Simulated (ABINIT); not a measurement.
# Quasiparticle gap of MgS (Niningerite) in ABINIT, part 2 of 3

How does a plane-wave GW calculation on MgS (Niningerite) run from the first input to the gap?

ABINIT 10.8.3; LDA and many-body steps on it, plane waves. Known limits of the many-body steps: not at the basis limit; coarse k mesh.

So far. Step 2 (Ground state): The gap is indirect, with the least direct gap 0.92 eV higher.

### 3. Bands along the symmetry lines

Level of this step: DFT, LDA, plane waves, norm-conserving pseudopotentials (ABINIT).

Levels along a band path, at the cheap level, show where the edges lie and whether the meshes to come will hold them.

run.abi reads:

```
acell 3*1.0 Angstrom
rprim 
  0.000000000000 2.601650000000 2.601650000000
  2.601650000000 0.000000000000 2.601650000000
  2.601650000000 2.601650000000 0.000000000000
ntypat 2
znucl 12 16
natom 2
typat 1 2
xred 
  0.000000000000 0.000000000000 0.000000000000
  0.500000000000 0.500000000000 0.500000000000
pp_dirpath "pseudos"
pseudos "Mg.upf, S.upf"
ecut 38
iscf -2
irdden 1
kptopt 0
nkpt 50
kpt 
  0.00000000 0.00000000 0.00000000
  0.06250000 0.00000000 0.06250000
  0.12500000 0.00000000 0.12500000
  0.18750000 0.00000000 0.18750000
  0.25000000 0.00000000 0.25000000
  0.31250000 0.00000000 0.31250000
  0.37500000 0.00000000 0.37500000
  0.43750000 0.00000000 0.43750000
  0.50000000 0.00000000 0.50000000
  0.51562500 0.03125000 0.51562500
  0.53125000 0.06250000 0.53125000
  0.54687500 0.09375000 0.54687500
  0.56250000 0.12500000 0.56250000
  0.57812500 0.15625000 0.57812500
  0.59375000 0.18750000 0.59375000
  0.60937500 0.21875000 0.60937500
  0.62500000 0.25000000 0.62500000
  0.37500000 0.37500000 0.75000000
  0.32812500 0.32812500 0.65625000
  0.28125000 0.28125000 0.56250000
  0.23437500 0.23437500 0.46875000
  0.18750000 0.18750000 0.37500000
  0.14062500 0.14062500 0.28125000
  0.09375000 0.09375000 0.18750000
  0.04687500 0.04687500 0.09375000
  0.00000000 0.00000000 0.00000000
  0.06250000 0.06250000 0.06250000
  0.12500000 0.12500000 0.12500000
  0.18750000 0.18750000 0.18750000
  0.25000000 0.25000000 0.25000000
  0.31250000 0.31250000 0.31250000
  0.37500000 0.37500000 0.37500000
  0.43750000 0.43750000 0.43750000
  0.50000000 0.50000000 0.50000000
  0.50000000 0.46875000 0.53125000
  0.50000000 0.43750000 0.56250000
  0.50000000 0.40625000 0.59375000
  0.50000000 0.37500000 0.62500000
  0.50000000 0.34375000 0.65625000
  0.50000000 0.31250000 0.68750000
  0.50000000 0.28125000 0.71875000
  0.50000000 0.25000000 0.75000000
  0.50000000 0.21875000 0.71875000
  0.50000000 0.18750000 0.68750000
  0.50000000 0.15625000 0.65625000
  0.50000000 0.12500000 0.62500000
  0.50000000 0.09375000 0.59375000
  0.50000000 0.06250000 0.56250000
  0.50000000 0.03125000 0.53125000
  0.50000000 0.00000000 0.50000000
istwfk *1
nband 15
nbdbuf 2
tolwfr 1e-08
nstep 40
prtwf 0
prtvol 0
indata_prefix "in"
outdata_prefix "out"
tmpdata_prefix "tmp"
```

Started as:

```bash
> OMP_NUM_THREADS=1 mpirun -n 4 abinit run.abi > log
```

Numbers of over 12 decimals in the logs are rounded to 6 here.

Log:

```text
.Version 10.8.3 of ABINIT. v10.8.2 released Aug 2026.

 Symmetries : space group Fm -3 m (#225); Bravais cF (face-center cubic)
[... echo of the input left out ...]
== DATASET  1 ==================================================================
-   mpi_nproc: 4, omp_nthreads: 1 (-1 if OMP is not activated)

--- !DatasetInfo
iteration_state: {dtset: 1, }
dimensions: {natom: 2, nkpt: 50, mband: 15, nsppol: 1, nspinor: 1, nspden: 1, mpw: 2698, }
cutoff_energies: {ecut:  38.0, pawecutdg:  -1.0, }
electrons: {nelect:   1.60000000E+01, charge:   0.00000000E+00, occopt:   1.00000000E+00, tsmear:   1.00000000E-02, }

 Real(R)+Recip(G) space primitive vectors, cartesian coordinates (Bohr,Bohr^-1):
 R(1)=  0.0000000  4.9164060  4.9164060  G(1)= -0.1017003  0.1017003  0.1017003
 R(2)=  4.9164060  0.0000000  4.9164060  G(2)=  0.1017003 -0.1017003  0.1017003
 R(3)=  4.9164060  4.9164060  0.0000000  G(3)=  0.1017003  0.1017003 -0.1017003
 Unit cell volume ucvol=  2.3766937E+02 bohr^3
 Angles (23,13,12)=  6.00000000E+01  6.00000000E+01  6.00000000E+01 degrees

 getcut: wavevector=  0.0000  0.0000  0.0000  ngfft=  40  40  40
         ecut(hartree)=     38.000   => boxcut(ratio)=   2.07320

--- Pseudopotential description ------------------------------------------------
- Mg Generated using ONCVPSP code by D. R. Hamann
- 12.00000  10.00000  180309                  znucl, zion, pspdat
12 -1012 1 -1 1510                            pspcod,pspxc,lmax,lloc,mmax
     nproj     2     2     0
  pspatm : epsatm=    9.23542517
         --- l  ekb(1:nproj) -->
             0    2.239033   -0.828749
             1   -6.545315   -2.523783
 pspatm: atomic psp has been read  and splines computed

- S Generated using ONCVPSP code by D. R. Hamann
- 16.00000   6.00000  180309                  znucl, zion, pspdat
12 -1012 2 -1 1132                            pspcod,pspxc,lmax,lloc,mmax
     nproj     2     2     2
  pspatm : epsatm=    8.64647033
         --- l  ekb(1:nproj) -->
             0    6.829465    0.577472
[...]
pspatm: atomic psp has been read  and splines computed

--------------------------------------------------------------------------------

================================================================================
 prteigrs : about to open file out_EIG
 Non-SCF case, kpt    1 (  0.00000  0.00000  0.00000), residuals and eigenvalues=
  7.21E-09  1.88E-09  2.51E-09  7.84E-09  5.38E-09  1.86E-09  3.23E-09  5.15E-09
  3.93E-09  1.90E-09  3.75E-09  7.07E-09  7.28E-09  5.56E-09  3.88E-04
 -2.5704E+00 -1.3727E+00 -1.3727E+00 -1.3727E+00 -3.1333E-01  1.5155E-01
  1.5155E-01  1.5155E-01  2.7930E-01  4.3940E-01  4.3940E-01  4.3940E-01
[...]
Non-SCF case, kpt    2 (  0.06250  0.00000  0.06250), residuals and eigenvalues=
  5.89E-09  2.17E-09  2.45E-09  8.63E-09  7.08E-09  7.61E-09  1.20E-09  5.42E-09
[...]
4.46E-09  2.57E-09  1.43E-09  2.25E-09  6.78E-09  6.00E-09  4.86E-09  8.67E-09
  8.64E-09  8.96E-09  3.88E-09  5.94E-09  3.02E-09  8.15E-08  3.96E-04
[...]
Non-SCF case, kpt   49 (  0.50000  0.03125  0.53125), residuals and eigenvalues=
[...]
Non-SCF case, kpt   50 (  0.50000  0.00000  0.50000), residuals and eigenvalues=
[...]
-2.5704E+00 -1.3729E+00 -1.3728E+00 -1.3728E+00 -2.5066E-01 -4.2354E-03
  8.9008E-02  8.9008E-02  2.4559E-01  3.0838E-01  5.8472E-01  6.1631E-01
[...]
--- !ResultsGS
iteration_state: {dtset: 1, }
comment   : Summary of ground state results
lattice_vectors:
- [  0.0000000,   4.9164060,   4.9164060, ]
- [  4.9164060,   0.0000000,   4.9164060, ]
- [  4.9164060,   4.9164060,   0.0000000, ]
lattice_lengths: [   6.95285,    6.95285,    6.95285, ]
lattice_angles: [ 60.000,  60.000,  60.000, ] # degrees, (23, 13, 12)
lattice_volume:   2.3766937E+02
convergence: {deltae:  0.000E+00, res2:  0.000E+00, residm:  9.977E-09, diffor:  0.000E+00, }
etotal    :  -7.04486377E+01
entropy   :   0.00000000E+00
fermie    :   1.51554438E-01
cartesian_stress_tensor: null
pressure_GPa: null
xred      :
- [  0.0000E+00,   0.0000E+00,   0.0000E+00, Mg]
- [  5.0000E-01,   5.0000E-01,   5.0000E-01,  S]
cartesian_forces: null
force_length_stats: {min: null, max: null, mean: null, }

 Integrated electronic density in atomic spheres:
 ------------------------------------------------
 Atom  Sphere_radius  Integrated_density
[...]
================================================================================

 ----iterations are completed or convergence reached----

 Mean square residual over all n,k,spin=   44.927E-10; max=  99.770E-10
 reduced coordinates (array xred) for    2 atoms
       0.000000000000      0.000000000000      0.000000000000
       0.500000000000      0.500000000000      0.500000000000

 cartesian coordinates (angstrom) at end:
    1      0.000000     0.000000     0.000000
    2      2.601650     2.601650     2.601650
 length scales=  1.889726125908  1.889726125908  1.889726125908 bohr
              =  1.000000000000  1.000000000000  1.000000000000 angstroms
 prteigrs : about to open file out_EIG
 Eigenvalues (hartree) for nkpt=  50  k points:
 kpt#   1, nband= 15, wtk=  1.00000, kpt=  0.0000  0.0000  0.0000 (reduced coord)
[...]
kpt#   2, nband= 15, wtk=  1.00000, kpt=  0.0625  0.0000  0.0625 (reduced coord)
[...]
kpt#   3, nband= 15, wtk=  1.00000, kpt=  0.1250  0.0000  0.1250 (reduced coord)
[...]
kpt#  49, nband= 15, wtk=  1.00000, kpt=  0.5000  0.0313  0.5313 (reduced coord)
  -2.57040   -1.37292   -1.37279   -1.37279   -0.25059   -0.00365    0.08742    0.08776
   0.24837    0.31120    0.58124    0.59714    0.63378    0.65013    0.72221
 kpt#  50, nband= 15, wtk=  1.00000, kpt=  0.5000  0.0000  0.5000 (reduced coord)
  -2.57040   -1.37292   -1.37280   -1.37280   -0.25066   -0.00424    0.08901    0.08901
   0.24559    0.30838    0.58472    0.61631    0.63321    0.63321    0.72230

== END DATASET(S) ==============================================================
================================================================================

 -outvars: echo values of variables after computation  --------
            nband          15
             nkpt          50
          spgroup         225
 [... the other variables as echoed above ...]

 Calculation completed.
```

The job ended after 7.8 s (4 MPI ranks of Arm Neoverse V2, shared host; peak memory 0.29 GiB; 31 s of CPU time).

This step gave:

```
gap                        : 2.559 eV
k of the valence top       : 0, 0, 0
k of the conduction bottom : 0.5, 0, 0.5
least direct gap           : 3.476 eV
```

The gap is 2.559 eV, as in the run before at this level.

The electronic bands at the labelled points (eV, zero at the top of the highest filled band; v1 is the highest filled band, c1 the lowest empty one):

| point | v4 | v3 | v2 | v1 | c1 | c2 | c3 | c4 |
| --- | --- | --- | --- | --- | --- | --- | --- | --- |
| Γ | -12.65 | 0.00 | 0.00 | 0.00 | 3.48 | 7.83 | 7.83 | 7.83 |
| halfway | -11.90 | -2.59 | -0.98 | -0.98 | 4.80 | 5.50 | 8.02 | 10.02 |
| X | -10.94 | -4.24 | -1.70 | -1.70 | 2.56 | 4.27 | 11.79 | 12.65 |
| halfway | -10.93 | -4.11 | -2.28 | -1.62 | 3.01 | 4.91 | 11.02 | 11.15 |
| U | -10.94 | -3.74 | -3.24 | -1.37 | 3.71 | 6.57 | 9.51 | 9.92 |
| jump to K | -10.94 | -3.74 | -3.24 | -1.37 | 3.71 | 6.57 | 9.51 | 9.92 |
| halfway | -11.83 | -3.09 | -1.51 | -0.30 | 6.00 | 7.10 | 7.18 | 7.72 |
| Γ | -12.65 | 0.00 | 0.00 | 0.00 | 3.48 | 7.83 | 7.83 | 7.83 |
| halfway | -12.08 | -2.86 | -0.32 | -0.32 | 4.77 | 7.66 | 7.66 | 8.13 |
| L | -11.31 | -4.90 | -0.59 | -0.59 | 4.37 | 6.73 | 6.73 | 9.85 |
| halfway | -11.12 | -4.37 | -2.16 | -1.16 | 5.39 | 5.94 | 8.24 | 9.26 |
| W | -10.90 | -3.27 | -3.27 | -2.41 | 5.08 | 7.83 | 7.83 | 7.85 |
| halfway | -10.92 | -3.99 | -2.28 | -2.10 | 3.60 | 5.37 | 9.89 | 10.47 |
| X | -10.94 | -4.24 | -1.70 | -1.70 | 2.56 | 4.27 | 11.79 | 12.65 |

The electronic bands as a text plot (rows in eV, shown from -8.0 to 8.5 only):

```
    8.1 |++++ ++            ++   ++++++++++++         + ++++
    7.5 | +  +             +++++++++++  +++++++      +   + +
    6.8 |  ++             +     +++            ++++++   +   +
    6.1 |    +           +      +                   + ++
    5.4 |    +++        +     ++ ++                  ++++++  +
    4.7 |  ++ +++++   ++    ++     ++      ++++++ +++      ++ ++
    4.0 | +     ++ +++    ++         +  +++      +              +
    3.3 |+        +    +++            ++                     ++
    2.7 |          ++++                                        ++
    2.0 |
    1.3 |
    0.6 |
   -0.1 |****                   ***************
   -0.8 |  *****           ***** **      **    *******
   -1.5 |       ***********     *  **               ****        *
   -2.2 |    *        **      ** **        *          * ********
   -2.8 |     **        **  **  *           *          **  **
   -3.5 |       ***      *******             **         *****
   -4.2 |          ******                      *      **     ****
   -4.9 |                                       ******
   -5.6 |
   -6.3 |
   -7.0 |
   -7.7 |
         Γ           X  U|K            Γ         L        W     X
```

### 4. Empty states on the mesh, 4×4×4 mesh, 38 bands

The sums over transitions need many empty states on a uniform mesh; this step solves for them.

run.abi reads:

```
acell 3*1.0 Angstrom
rprim 
  0.000000000000 2.601650000000 2.601650000000
  2.601650000000 0.000000000000 2.601650000000
  2.601650000000 2.601650000000 0.000000000000
ntypat 2
znucl 12 16
natom 2
typat 1 2
xred 
  0.000000000000 0.000000000000 0.000000000000
  0.500000000000 0.500000000000 0.500000000000
pp_dirpath "pseudos"
pseudos "Mg.upf, S.upf"
ecut 38
ngkpt 4 4 4
nshiftk 1
shiftk 0 0 0
kptopt 1
chksymbreak 0
iscf -2
irdden 1
istwfk *1
nband 38
nbdbuf 4
tolwfr 1e-09
nstep 60
prtvol 0
indata_prefix "in"
outdata_prefix "out"
tmpdata_prefix "tmp"
```

Log:

```text
.Version 10.8.3 of ABINIT. v10.8.2 released Aug 2026.

 Symmetries : space group Fm -3 m (#225); Bravais cF (face-center cubic)
[... echo of the input left out ...]
== DATASET  1 ==================================================================
-   mpi_nproc: 4, omp_nthreads: 1 (-1 if OMP is not activated)

--- !DatasetInfo
iteration_state: {dtset: 1, }
dimensions: {natom: 2, nkpt: 8, mband: 38, nsppol: 1, nspinor: 1, nspden: 1, mpw: 2698, }
cutoff_energies: {ecut:  38.0, pawecutdg:  -1.0, }
electrons: {nelect:   1.60000000E+01, charge:   0.00000000E+00, occopt:   1.00000000E+00, tsmear:   1.00000000E-02, }

 Real(R)+Recip(G) space primitive vectors, cartesian coordinates (Bohr,Bohr^-1):
 R(1)=  0.0000000  4.9164060  4.9164060  G(1)= -0.1017003  0.1017003  0.1017003
 R(2)=  4.9164060  0.0000000  4.9164060  G(2)=  0.1017003 -0.1017003  0.1017003
 R(3)=  4.9164060  4.9164060  0.0000000  G(3)=  0.1017003  0.1017003 -0.1017003
 Unit cell volume ucvol=  2.3766937E+02 bohr^3
 Angles (23,13,12)=  6.00000000E+01  6.00000000E+01  6.00000000E+01 degrees

 getcut: wavevector=  0.0000  0.0000  0.0000  ngfft=  40  40  40
         ecut(hartree)=     38.000   => boxcut(ratio)=   2.07320

--- Pseudopotential description ------------------------------------------------
- Mg Generated using ONCVPSP code by D. R. Hamann
- 12.00000  10.00000  180309                  znucl, zion, pspdat
12 -1012 1 -1 1510                            pspcod,pspxc,lmax,lloc,mmax
     nproj     2     2     0
  pspatm : epsatm=    9.23542517
         --- l  ekb(1:nproj) -->
             0    2.239033   -0.828749
             1   -6.545315   -2.523783
 pspatm: atomic psp has been read  and splines computed

- S Generated using ONCVPSP code by D. R. Hamann
- 16.00000   6.00000  180309                  znucl, zion, pspdat
12 -1012 2 -1 1132                            pspcod,pspxc,lmax,lloc,mmax
     nproj     2     2     2
  pspatm : epsatm=    8.64647033
         --- l  ekb(1:nproj) -->
             0    6.829465    0.577472
[...]
pspatm: atomic psp has been read  and splines computed

--------------------------------------------------------------------------------

================================================================================
 prteigrs : about to open file out_EIG
 Non-SCF case, kpt    1 (  0.00000  0.00000  0.00000), residuals and eigenvalues=
  7.74E-10  2.97E-10  1.94E-10  1.57E-10  9.51E-10  1.00E-10  1.14E-10  3.16E-10
  5.88E-10  3.68E-11  1.16E-10  2.48E-10  8.87E-11  5.48E-10  8.26E-11  6.29E-11
  7.98E-11  3.02E-10  6.79E-10  1.43E-10  1.84E-10  3.95E-10  4.38E-10  7.06E-10
[...]
4.69E-10  7.62E-10  1.06E-09  3.27E-08  1.49E-07  8.23E-07
 -2.5704E+00 -1.3727E+00 -1.3727E+00 -1.3727E+00 -3.1333E-01  1.5155E-01
  1.5155E-01  1.5155E-01  2.7930E-01  4.3940E-01  4.3940E-01  4.3940E-01
[...]
1.4825E+00  1.4825E+00  1.6678E+00  1.6678E+00  1.6678E+00  1.7305E+00
  1.8818E+00  1.8818E+00
 prteigrs : prtvol=0 or 1, do not print more k-points.

--- !ResultsGS
iteration_state: {dtset: 1, }
comment   : Summary of ground state results
lattice_vectors:
- [  0.0000000,   4.9164060,   4.9164060, ]
- [  4.9164060,   0.0000000,   4.9164060, ]
- [  4.9164060,   4.9164060,   0.0000000, ]
lattice_lengths: [   6.95285,    6.95285,    6.95285, ]
lattice_angles: [ 60.000,  60.000,  60.000, ] # degrees, (23, 13, 12)
lattice_volume:   2.3766937E+02
convergence: {deltae:  0.000E+00, res2:  0.000E+00, residm:  9.902E-10, diffor:  0.000E+00, }
etotal    :  -7.04486377E+01
entropy   :   0.00000000E+00
fermie    :   1.51554438E-01
cartesian_stress_tensor: null
pressure_GPa: null
xred      :
- [  0.0000E+00,   0.0000E+00,   0.0000E+00, Mg]
- [  5.0000E-01,   5.0000E-01,   5.0000E-01,  S]
cartesian_forces: null
force_length_stats: {min: null, max: null, mean: null, }

 Integrated electronic density in atomic spheres:
 ------------------------------------------------
 Atom  Sphere_radius  Integrated_density
[...]
================================================================================

 ----iterations are completed or convergence reached----

 Mean square residual over all n,k,spin=   38.993E-11; max=  99.015E-11
 reduced coordinates (array xred) for    2 atoms
       0.000000000000      0.000000000000      0.000000000000
       0.500000000000      0.500000000000      0.500000000000

 cartesian coordinates (angstrom) at end:
    1      0.000000     0.000000     0.000000
    2      2.601650     2.601650     2.601650
 length scales=  1.889726125908  1.889726125908  1.889726125908 bohr
              =  1.000000000000  1.000000000000  1.000000000000 angstroms
 prteigrs : about to open file out_EIG
 Eigenvalues (hartree) for nkpt=   8  k points:
 kpt#   1, nband= 38, wtk=  0.01563, kpt=  0.0000  0.0000  0.0000 (reduced coord)
[...]
0.62675    0.62675    0.91760    1.09368    1.09368    1.09368    1.27265    1.27265
   1.28077    1.28077    1.28077    1.42894    1.42894    1.42894    1.48253    1.48253
   1.66779    1.66779    1.66779    1.73049    1.88175    1.88175
 prteigrs : prtvol=0 or 1, do not print more k-points.

== END DATASET(S) ==============================================================
================================================================================

 -outvars: echo values of variables after computation  --------
            nband          38
             nkpt           8
          spgroup         225
 [... the other variables as echoed above ...]

 Calculation completed.
```

Run time: 4.7 s. Hardware: 4 MPI ranks; peak memory 0.27 GiB; 18 s of CPU time.

Numbers from this step:

```yaml
gap: 2.559 eV
k_of_the_valence_top: 0, 0, 0
k_of_the_conduction_bottom: 0.5, 0.5, 0
least_direct_gap: 3.476 eV
k_points_computed: 8
lowest_point_of_the_top_converged_band_above_the_valence_top: 38.23 eV
```

On this mesh the gap is 2.559 eV.

### 5. Screening, 4×4×4 mesh, 34 bands, screening to 108.8 eV

The RPA dielectric matrix is built and inverted for each q.

This step: RPA screening on LDA, plane waves, norm-conserving pseudopotentials.

run.abi, as its differences from that of step 4:

```diff
@@ -20,10 +20,11 @@
 chksymbreak 0
-iscf -2
-irdden 1
 istwfk *1
-nband 38
-nbdbuf 4
-tolwfr 1e-09
-nstep 60
-prtvol 0
+occopt 1
+irdwfk 1
+optdriver 3
+nband 34
+ecuteps 4
+inclvkb 2
+awtr 1
+symchi 1
 indata_prefix "in"
```

Log:

```text
.Version 10.8.3 of ABINIT. v10.8.2 released Aug 2026.

 Symmetries : space group Fm -3 m (#225); Bravais cF (face-center cubic)
[... echo of the input left out ...]
== DATASET  1 ==================================================================
-   mpi_nproc: 4, omp_nthreads: 1 (-1 if OMP is not activated)

--- !DatasetInfo
iteration_state: {dtset: 1, }
dimensions: {natom: 2, nkpt: 8, mband: 34, nsppol: 1, nspinor: 1, nspden: 1, mpw: 2698, }
cutoff_energies: {ecut:  38.0, pawecutdg:  -1.0, }
electrons: {nelect:   1.60000000E+01, charge:   0.00000000E+00, occopt:   1.00000000E+00, tsmear:   1.00000000E-02, }

 SCREENING: Calculation of the susceptibility and dielectric matrices

 Based on a program developped by R.W. Godby, V. Olevano, G. Onida, and L. Reining.
 Incorporated in ABINIT by V. Olevano, G.-M. Rignanese, and M. Torrent.
.Using double precision arithmetic ; gwpc =  8

[... cell and pseudopotentials left out ...]
--------------------------------------------------------------------------------

 ==== K-mesh for the wavefunctions ====
 Number of points in the irreducible wedge :     8
[... list of points left out ...]
 Together with 48 symmetry operations and time-reversal symmetry
 yields    64 points in the full Brillouin Zone.

 ==== Q-mesh for the screening function ====
 Number of points in the irreducible wedge :     8
[... list of points left out ...]
 Together with 48 symmetry operations and time-reversal symmetry
 yields    64 points in the full Brillouin Zone.

 setmesh: FFT mesh size selected  =    25x   25x   25
          total number of points  =        15625

 vcoul_init : cutoff-mode = AUXILIARY_FUNCTION
 q-points for optical limit:   1
     1)      0.000010    0.000020    0.000030

- screening: taking advantage of time-reversal symmetry
- Maximum band index for partially occupied states nbvw = 8
- Remaining bands to be divided among processors   nbcw = 26
- Number of bands treated by each node ~6

 Number of electrons calculated from density =   16.0000; Expected =   16.0000
 average of density, n =  0.067320
 r_s =    1.5249
 omega_plasma =   25.0282 [eV]

 calculating chi0 at frequencies [eV] :
  1    0.000000E+00    0.000000E+00
  2    0.000000E+00    2.502816E+01

--------------------------------------------------------------------------------
  q-point number  1        q = ( 0.000000, 0.000000, 0.000000) [r.l.u.]
--------------------------------------------------------------------------------
[... chi0 elements left out ...]
 For q-point:  0.000010 0.000020 0.000030
  dielectric constant =   6.5428
  dielectric constant without local fields =   7.5410

  Average fulfillment of the sum rule on Im[epsilon] for q-point    1 :     37.30  [%]
[... wings left out ...]
  q-point number  2        q = ( 0.250000, 0.000000, 0.000000) [r.l.u.]
--------------------------------------------------------------------------------
[... chi0 elements left out ...]
  Average fulfillment of the sum rule on Im[epsilon] for q-point    2 :     50.59  [%]

 [... 6 further q-points ...]
```

Elapsed: 4 s, on 4 MPI ranks; peak memory 0.45 GiB.

This step gave:

```
ε∞ with local fields, on this mesh, along the program's q direction : 6.543
the same without local fields                                       : 7.541
plasma frequency                                                    : 25.03 eV
plane waves in the screening matrix                                 : 89
```

Local fields lower ε∞ by 13 %. On a Γ-centred mesh this coarse the value itself is usually too large, while a short band sum pulls it down.

[end of part 2 of 3]

[Paths, hosts, dates, memory and timing lines, banners, echoed tables and standing remarks are left out of the program output.]

[Logs are printed without paths, hosts, clocks, repeated set-up lines and the standing remarks that a program may print on its own settings, such as how far it seeks lower states.]

[Runs of the session that timed out or met a known fault of the program may be left out.]

[Hosts, paths, dates, database ids (printed as entryN), source tags and the programs' standing remarks are cut or masked in the printed files.]

[G0W0 gaps are taken among the corrected bands and points alone; a level outside them can change the order at an edge.]

[Where Ansatz stands beside ABINIT at settings called matched, ABINIT's density can come from a denser mesh and the files from another edition; pairs whose starting gaps differed by over 0.03 eV were left out, so agreement reads better than it is.]
